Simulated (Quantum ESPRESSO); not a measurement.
# BAs (F-43m): phonon deformation potentials, worked out

Wanted: the shift of the optical mode of BAs (F-43m) in a strained (001) layer.

Main program and level: Quantum ESPRESSO 7.5; DFT LDA, scalar-relativistic, plane waves, PseudoDojo norm-conserving pseudopotentials.

**1. The relaxed structure**

It takes space group F-43m (No. 216, cubic). The conventional cell has a = 4.732 Å, b = 4.732 Å, c = 4.732 Å, α = 90.00°, β = 90.00°, γ = 90.00°. Nearest to B lie 4 As at 2.05 Å. As has 4 B at 2.05 Å nearest. Farther neighbours are not listed.

As a file:

```cif
data_structure
_symmetry_space_group_name_H-M 'F-43m'
_symmetry_Int_Tables_number 216
_cell_length_a 4.7319
_cell_length_b 4.7319
_cell_length_c 4.7319
_cell_angle_alpha 90.000
_cell_angle_beta 90.000
_cell_angle_gamma 90.000
_cell_volume 105.95
loop_
_atom_site_label
_atom_site_type_symbol
_atom_site_symmetry_multiplicity
_atom_site_Wyckoff_symbol
_atom_site_fract_x
_atom_site_fract_y
_atom_site_fract_z
_atom_site_occupancy
B1 B 4 a 0.00000 0.00000 0.00000 1
As1 As 4 d 0.25000 0.25000 0.75000 1
```

This is the cell after its relaxation at this level of theory, not the database cell from which that began.

**2. Uniaxial strain**

The relaxed cell is stretched along z alone. This keeps all atoms on sites fixed by symmetry and splits the threefold mode into a singlet, polarised along z, and a doublet. The macroscopic field is left out, so these are transverse modes. Cutoff 88 Ry, k mesh 12×12×12.

From the response at ε_zz = 0.01:

Output:

```text
[banners, grids, parts of the stress and lines that vanish by symmetry left out]
Program PHONON v.7.5
     Reading xml data from directory:

[...]
Exchange-correlation= PW
                           (   1   4   0   0   0   0   0)
[...]
kinetic-energy cut-off    =      88.0000  Ry
     charge density cut-off    =     352.0000  Ry
     convergence threshold     =      1.0E-18
[...]
Exchange-correlation= PW
                           (   1   4   0   0   0   0   0)
[...]
q = (   0.0000000   0.0000000   0.0000000 )
      9 Sym.Ops. (with q -> -q+G )
     G cutoff =  360.0502  (  20075 G-vectors)     FFT grid: ( 40, 40, 40)
     number of k points=   163
[...]
Mode symmetry, D_2d (-42m) point group:
[...]
Representation #   1 mode #   1
[...]
End of self-consistent calculation
     Convergence has been achieved
     Representation #   2 mode #   2
[...]
End of self-consistent calculation
     Convergence has been achieved
     Representation #   3 modes #   3   4
[...]
End of self-consistent calculation
     Convergence has been achieved
     Representation #   4 modes #   5   6
[...]
End of self-consistent calculation
     Convergence has been achieved
[...]
q = (    0.000000000   0.000000000   0.000000000 )
[...]
freq (    1) =       0.067250 [THz] =       2.243210 [cm-1]
     freq (    2) =       0.067250 [THz] =       2.243210 [cm-1]
     freq (    3) =       0.067782 [THz] =       2.260979 [cm-1]
     freq (    4) =      20.780145 [THz] =     693.151014 [cm-1]
     freq (    5) =      20.795542 [THz] =     693.664612 [cm-1]
     freq (    6) =      20.795542 [THz] =     693.664612 [cm-1]
[...]
Mode symmetry, D_2d (-42m) point group:
     freq (   1-   1) =          2.2  [cm-1]   --> B_2  X_3  W_2   I+R
     freq (   2-   3) =          2.2  [cm-1]   --> E    X_5  W_3   I+R
     freq (   4-   4) =        693.2  [cm-1]   --> B_2  X_3  W_2   I+R
     freq (   5-   6) =        693.7  [cm-1]   --> E    X_5  W_3   I+R

   JOB DONE.
```

| ε_zz | singlet (cm⁻¹) | doublet (cm⁻¹) | σ_zz (GPa) | σ_xx (GPa) |
| --- | --- | --- | --- | --- |
| -0.01 | 707.78 | 707.58 | -2.921 | -0.783 |
| -0.005 | 704.22 | 704.08 | -1.448 | -0.378 |
| 0 | 700.59 | 700.59 | 0.009 | 0.009 |
| 0.005 | 696.91 | 697.12 | 1.448 | 0.376 |
| 0.01 | 693.15 | 693.66 | 2.870 | 0.725 |

Stress is counted positive in tension.

**3. The fit**

To first order ω² − ω₀² = p ε_zz + q (ε_xx + ε_yy) for the mode along z, and likewise for x and y. With ε_zz alone the singlet gives p and the doublet q.

The linear terms of parabolas through ω² are p = -2.09 ω₀² and q = -1.99 ω₀², with ω₀ = 700.6 cm⁻¹. Those of the stresses are C11 = 290 GPa and C12 = 75 GPa. Under hydrostatic strain p and q imply γ = −(p + 2q)/(6 ω₀²) = 1.01.

A layer held to an in-plane strain ε and free along z takes ε_zz = −2 (C12/C11) ε = -0.521 ε. To first order the singlet then shifts by (q − p C12/C11) ε / ω₀ = -1011 ε cm⁻¹. For ε = -0.006, ε_zz = 0.00312, the formulas for ω² predict 706.63 cm⁻¹ for the singlet and 706.95 cm⁻¹ for the doublet.

**4. A biaxially strained cell**

This run was no part of the fit.

Output:

```text
[banners, grids, parts of the stress and lines that vanish by symmetry left out]
[banner, memory and clock lines left out]
Program PHONON v.7.5

[...]
Exchange-correlation= PW
                           (   1   4   0   0   0   0   0)
[...]
kinetic-energy cut-off    =      88.0000  Ry
     charge density cut-off    =     352.0000  Ry
     convergence threshold     =      1.0E-18
[...]
Exchange-correlation= PW
                           (   1   4   0   0   0   0   0)
[...]
q = (   0.0000000   0.0000000   0.0000000 )
      9 Sym.Ops. (with q -> -q+G )
     G cutoff =  355.4492  (  19763 G-vectors)     FFT grid: ( 40, 40, 40)
     number of k points=   163
[...]
Mode symmetry, D_2d (-42m) point group:
[...]
Representation #   1 mode #   1
[...]
End of self-consistent calculation
     Convergence has been achieved
     Representation #   2 mode #   2
[...]
End of self-consistent calculation
     Convergence has been achieved
     Representation #   3 modes #   3   4
[...]
End of self-consistent calculation
     Convergence has been achieved
     Representation #   4 modes #   5   6
[...]
End of self-consistent calculation
     Convergence has been achieved
[...]
q = (    0.000000000   0.000000000   0.000000000 )
[...]
freq (    1) =       0.099543 [THz] =       3.320409 [cm-1]
     freq (    2) =       0.099543 [THz] =       3.320409 [cm-1]
     freq (    3) =       0.099830 [THz] =       3.329967 [cm-1]
     freq (    4) =      21.186894 [THz] =     706.718709 [cm-1]
     freq (    5) =      21.193045 [THz] =     706.923874 [cm-1]
     freq (    6) =      21.193045 [THz] =     706.923874 [cm-1]
[...]
Mode symmetry, D_2d (-42m) point group:
     freq (   1-   1) =          3.3  [cm-1]   --> B_2  X_3  W_2   I+R
     freq (   2-   3) =          3.3  [cm-1]   --> E    X_5  W_3   I+R
     freq (   4-   4) =        706.7  [cm-1]   --> B_2  X_3  W_2   I+R
     freq (   5-   6) =        706.9  [cm-1]   --> E    X_5  W_3   I+R
```

```
   mode  predicted (cm⁻¹)  run (cm⁻¹)
singlet            706.63      706.72
doublet            706.95      706.92
```

The stress along z is 0.009 GPa and that in the plane -1.990 GPa; the unstrained cell carries 0.009 GPa.

**5. Results**

```json
{
 "p (in units of the squared frequency)": "-2.088",
 "q (same units)": "-1.987",
 "shift of the singlet per unit of biaxial strain": "-1011 cm⁻¹",
 "C11 and C12": "290 and 75 GPa"
}
```

**Reading.** To first order, one per cent of tensile biaxial strain moves the singlet of BAs (F-43m) by -10.1 cm⁻¹ and the doublet by -10.6 cm⁻¹; the formulas miss the test run by up to 0.09 cm⁻¹. In backscattering from (001) the mode polarised along z is the one seen in diamond and zinc-blende crystals; in a polar crystal it is the LO mode, whose potentials differ somewhat from these. The third potential, r, needs shear strain and a relaxation of the atoms, which was not run. These are harmonic values at zero temperature.

[Host names and launcher messages were left out of these logs when they were recorded.]

[Logs are printed without paths, hosts, clocks, repeated set-up lines and the standing remarks that a program may print on its own settings, such as how far it seeks lower states.]

[Hosts, paths, dates, database ids (printed as entryN), source tags and the programs' standing remarks are cut or masked in the printed files.]
